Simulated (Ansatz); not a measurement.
## How the smearing shapes the phonons of VPt (P4/mmm)

Wanted: frequencies of VPt (P4/mmm) solved wavevector by wavevector at several smearings. The first relaxation steps of the session are not shown, so no cell shown is the starting entry, unless a step says so.

Program: Ansatz 0.2.0. Level of theory: DFT PBEsol, scalar-relativistic, plane waves, PAW. Results are calculated unless marked as measured.

This is a report of a sequence of runs, with most program output left out.

## Step 1: The cell after earlier relaxation steps

The structure is tetragonal, space group P4/mmm (No. 123). Conventional cell: a = 2.671 Å, b = 2.671 Å, c = 3.861 Å, α = 90.00°, β = 90.00°, γ = 90.00°. V has 4 V at 2.67 Å and 8 Pt at 2.70 Å nearest. Pt has 4 Pt at 2.67 Å and 8 V at 2.70 Å nearest. Farther neighbours are not listed.

## Step 2: Tight relaxation

Residual forces and stress shift phonon frequencies, so the cell is relaxed again, with tight thresholds and the mesh and smearing of this input. Earlier relaxation steps are not shown.

input.yaml

```yaml
crystal:
  lattice:
    - [2.6709225696, 0.0, 0.0]
    - [0.0, 2.6709225696, 0.0]
    - [0.0, 0.0, 3.8607668559]
  atoms:
    - { symbol: V, position: [0.5, 0.5, 0.5] }
    - { symbol: Pt, position: [0.0, 0.0, 0.0] }
kpoints:
  mp_grid: { grid: [12, 12, 8] }
hamiltonian:
  xc: pbesol
scf:
  occupations: { method: methfessel_paxton, width: 0.2 }
output:
  forces: true
  stress: true
  eigenvalues: true
relax:
  adjacent_minimum: "off"
  f_tol: 0.001
  max_steps: 60
  cell: { stress_tol: 0.01 }
```

Started as:

```
> ansatz run input.yaml --threads 4 --pin off --max-ram 8192MiB --backend cpu --events-out ev --progress --plain --runs-dir out
```

The job ended after 7 s (4 threads of Arm Neoverse N1, shared host; peak memory 0.4 GiB; 25 s of CPU time).

This run has no spin polarisation, although V can carry a moment.

Little changed from the start: no atom moved by 0.005 Å and no cell edge by 0.1 %.

Numbers from this step:

* pressure: -8.13e-6 GPa
* volume per atom: 13.77 Å³
* metallic on mesh: yes
* gap on the k-mesh: 0 eV

The largest force is now zero by symmetry and the largest stress component 5.1e-4 GPa, small enough for phonons.

## Step 3: Wavevectors along a line: Fermi–Dirac smearing of 0.1 eV

Each wavevector is solved by itself, so no interpolation smooths a dip of the branch.

input.yaml

```yaml
crystal:
  lattice:
    - [2.6706330543, 0.0, 0.0]
    - [0.0, 2.6706330543, 0.0]
    - [0.0, 0.0, 3.860962227]
  atoms:
    - { symbol: V, position: [0.5, 0.5, 0.5] }
    - { symbol: Pt, position: [0.0, 0.0, 0.0] }
kpoints:
  mp_grid: { grid: [20, 20, 12] }
hamiltonian:
  xc: pbesol
scf:
  occupations: { method: fermi_dirac, width: 0.1 }
output:
  eigenvalues: true
phonons:
  method: dfpt
  qpoints: [[0, 0, 0], [0.0, 0.25, 0.0], [0.0, 0.5, 0.0]]
```

Elapsed: 6.1 min, on 4 threads; peak memory 2.4 GiB.

Each wavevector solved by linear response. The frequency by |q| along the line:

```csv
|q| along the line (Å⁻¹),mode 1 (cm⁻¹),mode 2 (cm⁻¹),mode 3 (cm⁻¹),mode 4 (cm⁻¹),mode 5 (cm⁻¹),mode 6 (cm⁻¹)
0.000,0,0,0,176,176,230
0.588,68.0,85.2,156,183,217,249
1.176,101,102,188,211,259,262
```

## Step 4: Phonons along a line: Fermi–Dirac smearing of 0.25 eV

The smearing blurs the Fermi surface that screens the phonons; a Fermi–Dirac width is an electronic temperature.

input.yaml: that of step 3 with these lines changed.

```diff
@@ -13,3 +13,3 @@
 scf:
-  occupations: { method: fermi_dirac, width: 0.1 }
+  occupations: { method: fermi_dirac, width: 0.25 }
 output:
```

Wider smearing eases the sum over k-points of a metal but moves the result away from its zero-temperature value.

Run time: 6.8 min. Hardware: 4 threads; peak memory 2.5 GiB; 26 min of CPU time.

Each wavevector solved by linear response. The frequency by |q| along the line:

```csv
|q| along the line (Å⁻¹),mode 1 (cm⁻¹),mode 2 (cm⁻¹),mode 3 (cm⁻¹),mode 4 (cm⁻¹),mode 5 (cm⁻¹),mode 6 (cm⁻¹)
0.000,0,0,0,175,175,233
0.588,65.5,84.9,154,180,208,248
1.176,99.4,103,182,208,248,261
```

Against step 3 (now smearing width 0.25 eV), the free energy moves by -74.4 meV an atom.

## Step 5: Phonons along a line: Fermi–Dirac smearing of 0.04 eV

input.yaml: that of step 4 with these lines changed.

```diff
@@ -13,3 +13,3 @@
 scf:
-  occupations: { method: fermi_dirac, width: 0.25 }
+  occupations: { method: fermi_dirac, width: 0.04 }
 output:
```

Narrower smearing comes nearer the zero-temperature value but asks more of the mesh.

It took 5.9 min on 4 threads; peak memory 2.4 GiB; 23 min of CPU time.

Each wavevector solved by linear response. The frequency by |q| along the line:

```csv
|q| along the line (Å⁻¹),mode 1 (cm⁻¹),mode 2 (cm⁻¹),mode 3 (cm⁻¹),mode 4 (cm⁻¹),mode 5 (cm⁻¹),mode 6 (cm⁻¹)
0.000,0,0,0,176,176,228
0.588,68.1,85.0,157,180,222,248
1.176,101,102,186,212,261,267
```

Against step 3 (now smearing width 0.04 eV), the free energy moves by +10.0 meV an atom.

## Step 6: Wavevectors along a line: Methfessel–Paxton smearing of 0.2 eV

input.yaml: that of step 5 with these lines changed.

```diff
@@ -13,3 +13,3 @@
 scf:
-  occupations: { method: fermi_dirac, width: 0.04 }
+  occupations: { method: methfessel_paxton, width: 0.2 }
 output:
```

Elapsed: 6.1 min, on 4 threads; peak memory 2.4 GiB.

Each wavevector solved by linear response. Frequency against |q| along the line:

```csv
|q| along the line (Å⁻¹),mode 1 (cm⁻¹),mode 2 (cm⁻¹),mode 3 (cm⁻¹),mode 4 (cm⁻¹),mode 5 (cm⁻¹),mode 6 (cm⁻¹)
0.000,0,0,0,176,176,228
0.588,68.5,85.1,157,182,225,248
1.176,101,102,187,212,261,269
```

Against step 3 (now occupations Methfessel-Paxton and smearing width 0.2 eV), the free energy moves by +11.7 meV an atom.

## Step 7: The lowest branch at each setting

Table of lowest frequency by |q| along the line:

```csv
|q| along the line (Å⁻¹),"fermi dirac 0.1 eV, k 20x20x12 (cm⁻¹)","fermi dirac 0.25 eV, k 20x20x12 (cm⁻¹)","fermi dirac 0.04 eV, k 20x20x12 (cm⁻¹)","methfessel paxton 0.2 eV, k 20x20x12 (cm⁻¹)"
0.000,0,0,0,0
0.588,68.0,65.5,68.1,68.5
1.176,101,99.4,101,101
```

## Step 8: Outcome

| Item | Value |
| --- | --- |
| phonon run of the rows without a label of their own | PBEsol, k 20×20×12 |
| lowest branch at the last solved point, Fermi–Dirac 0.1 eV | 101 cm⁻¹ at \|q\| = 1.18 Å⁻¹ |
| lowest branch at the last solved point, Fermi–Dirac 0.25 eV | 99.4 cm⁻¹ at \|q\| = 1.18 Å⁻¹ |
| lowest branch at the last solved point, Fermi–Dirac 0.04 eV | 101 cm⁻¹ at \|q\| = 1.18 Å⁻¹ |
| lowest branch at the last solved point, Methfessel–Paxton 0.2 eV | 101 cm⁻¹ at \|q\| = 1.18 Å⁻¹ |

No branch softens by more than 4 % of the top frequency as the smearing narrows, so no anomaly that hangs on the smearing shows at these points. The line holds 3 wavevectors, so a narrow dip between them would be missed. Between Fermi–Dirac 0.25 eV and Fermi–Dirac 0.04 eV the largest change, with modes counted by rank of frequency, is in mode 5 at |q| = 0.588 Å⁻¹, from 208 to 222 cm⁻¹. Where branches cross, a count by rank can hide a softening. At the narrowest width the k mesh may not resolve the Fermi surface, so part of the change can be mesh noise. Spin–orbit coupling, left out here, matters for Pt.

[Logs are printed without paths, hosts, clocks, repeated set-up lines and the standing remarks that a program may print on its own settings, such as how far it seeks lower states.]

[Hosts, paths, dates, database ids (printed as entryN), source tags and the programs' standing remarks are cut or masked in the printed files.]
